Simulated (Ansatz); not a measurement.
```xyz
14
Lattice="7.972 0.000 0.000 -3.986 6.904 0.000 0.000 0.000 9.867" Properties=species:S:1:pos:R:3 pbc="T T T" subject="Cs3Bi2Br9 (P-3m1): spin-orbit coupling beyond the local functionals" method="DFT, HSE06 with spin-orbit coupling, plane waves, PAW (and 1 further level or step)" program="Ansatz 0.2.0" settings_of_one_run="cutoff 420 eV, 3×3×2 k-mesh, default PAW, PAW set soft 2" cost="2 runs, 5.6 min in all on 1 × NVIDIA H100 80GB HBM3 (shared by 6 runs) with 3 threads of AMD EPYC 7R13 (Zen 3), shared host (the runs of this entry)" notes="The program’s warnings: device shed. The cell and positions come from the Crystallography Open Database and are kept as given unless a step says otherwise. The lattice is static and excitons are left out." hse06="3.23 eV" hse06_soc="2.31 eV"
Cs    3.986    2.301    6.580
Cs    0.000    4.603    3.287
Cs    0.000    0.000    0.000
Bi    3.986    2.301    1.892
Bi    0.000    4.603    7.975
Br    1.993    3.452    0.000
Br    3.986    0.000    0.000
Br   -1.993    3.452    0.000
Br    2.005    1.157    3.349
Br    5.967    1.157    3.349
Br    3.986    4.589    3.349
Br    0.000    2.315    6.518
Br   -1.981    5.747    6.518
Br    1.981    5.747    6.518
```

[Paths, hosts, dates, memory and timing lines, banners, echoed tables and standing remarks are left out of the program output.]

[Logs are printed without paths, hosts, clocks, repeated set-up lines and the standing remarks that a program may print on its own settings, such as how far it seeks lower states.]

[Runs of the session that timed out or met a known fault of the program may be left out.]

[Cells called generated may have been cut or substituted from an entry of the Crystallography Open Database or the Materials Project.]

[Hosts, paths, dates, database ids (printed as entryN), source tags and the programs' standing remarks are cut or masked in the printed files.]
